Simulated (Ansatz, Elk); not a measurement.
# Bi3Ir: X-ray structure factors from the self-consistent density, part 2 of 2

The structure of Bi3Ir used here is made up (a known structure type with other elements) and was relaxed beforehand with r2SCAN. The aim is the Fourier transform of its all-electron density, F(hkl), set beside the sum over free spherical atoms that refinements use.

Elk 11.2.3 (patched build); all-electron DFT.

So far: The structure; Ground state and structure factors; The highest occupied states alone.

The structure was built from a prototype and need not be the compound's stable phase.

### Step 4. Another functional

Level of this step: DFT, LDA (Perdew-Wang), all-electron APW+lo, Dirac cores, scalar-relativistic bands, static density, no spin (Elk).

The difference from free atoms is small, so it is set against the change that LDA (Perdew-Wang) makes.

Contents of elk.in:

```
tasks
  0
  195

xctype
  3

spinpol
  .false.

rgkmax
  7.0

gmaxvr
  14.0

lmaxo
  7

lmaxapw
  8

swidth
  0.002

tshift
  .false.

ramdisk
  .false.

hmaxvr
  5.5

maxscl
  120

epspot
  1e-06

sppath
  './'

avec
  -4.53282437261 4.53282437261 8.20459286341
  4.53282437261 -4.53282437261 8.20459286341
  4.53282437261 4.53282437261 -8.20459286341

atoms
  2
  'Bi.in'
  3
  0.7500000000 0.2500000000 0.5000000000   0.000000 0.000000 0.000000
  0.2500000000 0.7500000000 0.5000000000   0.000000 0.000000 0.000000
  0.5000000000 0.5000000000 -0.0000000000   0.000000 0.000000 0.000000
  'Ir.in'
  1
  0.0000000000 0.0000000000 0.0000000000   0.000000 0.000000 0.000000

ngridk
  7 7 7
```

Launch:

```console
OMP_NUM_THREADS=4 elk
```

Numbers of over 12 decimals in the logs are rounded to 6 here.

The program printed:

```text
┌─────────────────────────┐
│ Elk code version 11.2.3 │
└─────────────────────────┘

All units are atomic (Hartree, Bohr, etc.)

┌─────────────────────────────────────────────────┐
│ Ground-state run starting from atomic densities │
└─────────────────────────────────────────────────┘

Lattice vectors :
  -4.532824373       4.532824373       8.204592863
   4.532824373      -4.532824373       8.204592863
   4.532824373       4.532824373      -8.204592863

Reciprocal lattice vectors :
 -0.2187335979E-16  0.6930761917      0.3829065873
[...]
atom 3                    :    81.25927940     (  0.6820412705E-03)
  species : 2 (Ir)
   atom 1                    :    76.04329015     (  0.2427518638E-03)
 total in muffin-tins        :    319.7111131
 total calculated charge     :    325.9968642
 total charge                :    326.0000000
 error                       :   0.3135845938E-02

┌──────────────────────────────┐
│ Self-consistent loop stopped │
└──────────────────────────────┘

Warning : core states of species 1 leak from the muffin-tin :   0.6820412705E-03

Warning : core states of species 2 leak from the muffin-tin :   0.2427518638E-03

Wrote STATE.OUT
[key lines of the parts left out:]
total energy                :     -82558.133120338
```

Run time: 21 s. Hardware: 4 threads of Arm Neoverse V2, shared host; peak memory 0.18 GiB; 64 s of CPU time.

Against the first run R = 0.01 %; the largest change is -0.047 at 220.

### Step 5. Basis size

A smaller basis shows how fast F responds to it; the change is likely larger than the basis error of the first run, but doesn't show convergence.

elk.in: that of step 4 with these lines changed.

```diff
@@ -5,3 +5,3 @@
 xctype
-  3
+  20
 
@@ -11,3 +11,3 @@
 rgkmax
-  7.0
+  5.5
```

Launch:

```console
OMP_NUM_THREADS=4 elk
```

The program printed:

```text
┌─────────────────────────┐
│ Elk code version 11.2.3 │
└─────────────────────────┘

All units are atomic (Hartree, Bohr, etc.)

┌─────────────────────────────────────────────────┐
│ Ground-state run starting from atomic densities │
└─────────────────────────────────────────────────┘

Lattice vectors :
  -4.532824373       4.532824373       8.204592863
   4.532824373      -4.532824373       8.204592863
   4.532824373       4.532824373      -8.204592863

Reciprocal lattice vectors :
 -0.2187335979E-16  0.6930761917      0.3829065873
[...]
atom 3                    :    81.20425744     (  0.6840497764E-03)
  species : 2 (Ir)
   atom 1                    :    75.94242116     (  0.2468035148E-03)
 total in muffin-tins        :    319.4396021
 total calculated charge     :    325.9968972
 total charge                :    326.0000000
 error                       :   0.3102755148E-02

┌──────────────────────────────┐
│ Self-consistent loop stopped │
└──────────────────────────────┘

Warning : core states of species 1 leak from the muffin-tin :   0.6840497764E-03

Warning : core states of species 2 leak from the muffin-tin :   0.2468035148E-03

Wrote STATE.OUT
[key lines of the parts left out:]
total energy                :     -82602.524699615
```

Elapsed: 38 s, on 4 threads; peak memory 0.21 GiB; 1.9 min of CPU time.

Against the first run R = 0.02 %; the largest change is +0.131 at 220.

### Step 6. Basis size

The basis and the expansions that go with it are enlarged, to see whether the differences are converged.

elk.in: that of step 5 with these lines changed.

```diff
@@ -11,12 +11,12 @@
 rgkmax
-  5.5
+  8.5
 
 gmaxvr
-  14.0
+  18.0
 
 lmaxo
-  7
+  9
 
 lmaxapw
-  8
+  10
```

Launch:

```console
OMP_NUM_THREADS=4 elk
```

The program printed:

```text
┌─────────────────────────┐
│ Elk code version 11.2.3 │
└─────────────────────────┘

All units are atomic (Hartree, Bohr, etc.)

┌─────────────────────────────────────────────────┐
│ Ground-state run starting from atomic densities │
└─────────────────────────────────────────────────┘

Lattice vectors :
  -4.532824373       4.532824373       8.204592863
   4.532824373      -4.532824373       8.204592863
   4.532824373       4.532824373      -8.204592863

Reciprocal lattice vectors :
 -0.2187335979E-16  0.6930761917      0.3829065873
[...]
atom 3                    :    81.24986830     (  0.6790636071E-03)
  species : 2 (Ir)
   atom 1                    :    76.05713224     (  0.2487889262E-03)
 total in muffin-tins        :    319.6894638
 total calculated charge     :    325.9976964
 total charge                :    326.0000000
 error                       :   0.2303636489E-02

┌──────────────────────────────┐
│ Self-consistent loop stopped │
└──────────────────────────────┘

Warning : core states of species 1 leak from the muffin-tin :   0.6790636071E-03

Warning : core states of species 2 leak from the muffin-tin :   0.2487889262E-03

Wrote STATE.OUT
[key lines of the parts left out:]
total energy                :     -82602.740147958
```

Wall time 86 s (4 threads); peak memory 0.4 GiB; 4.2 min of CPU time.

Against the first run R = 0.00 %; the largest change is -0.018 at 312.

### Step 7. Settings against the effect

```tsv
run	R against the first run (%)	R against neutral atoms, low angle (%)	wall time
PBE, rgkmax 7	0.00	0.27	40 s
LDA (Perdew-Wang)	0.01	0.27	21 s
rgkmax 5.5	0.02	0.28	38 s
rgkmax 8.5 with larger expansions	0.00	0.27	86 s
```

### Step 8. What came out

```yaml
r_against_neutral_atoms_sin_theta_lambda_0p3_a_minus1: 0.27 %
r_against_neutral_atoms_0p3_to_0p79_a_minus1: 0.10 %
```

**Reading.** Independent neutral atoms miss the calculated amplitudes by R = 0.27 % below 0.3 Å⁻¹ and 0.10 % from there to 0.79 Å⁻¹; by shells, 5.97 % below 0.15 Å⁻¹ (3 forms), 0.19 % 0.15 to 0.3 (9 forms), 0.07 % 0.3 to 0.45 (21 forms), 0.11 % above 0.45 (116 forms). Bonding, aspherical density and the tables' own atoms all enter these figures, and the runs don't part them. The largest change of an amplitude is -0.38 electrons, at 004. The window's part falls from 22.1 electrons at the origin to at most 0.28 between 0.45 and 0.79 Å⁻¹. Below 0.3 Å⁻¹ the changes that finished (LDA (Perdew-Wang), rgkmax 5.5 and rgkmax 8.5 with larger expansions) move F by R = 0.04 % at most, against the 0.27 % that separates it from free atoms. A single amplitude moves by up to 0.13 electrons, against 0.38 for the largest difference from free atoms. The k-mesh has no finished test. These runs have no spin, though d or f shells may be open. Spin-orbit coupling is left out, which can matter for elements this heavy. Part of the difference isn't bonding: the tables are fits to free atoms and ions calculated by other methods than this functional. Thermal motion, anomalous dispersion and extinction are left out.

[Logs are printed without paths, hosts, clocks, repeated set-up lines and the standing remarks that a program may print on its own settings, such as how far it seeks lower states.]

[Hosts, paths, dates, database ids (printed as entryN), source tags and the programs' standing remarks are cut or masked in the printed files.]
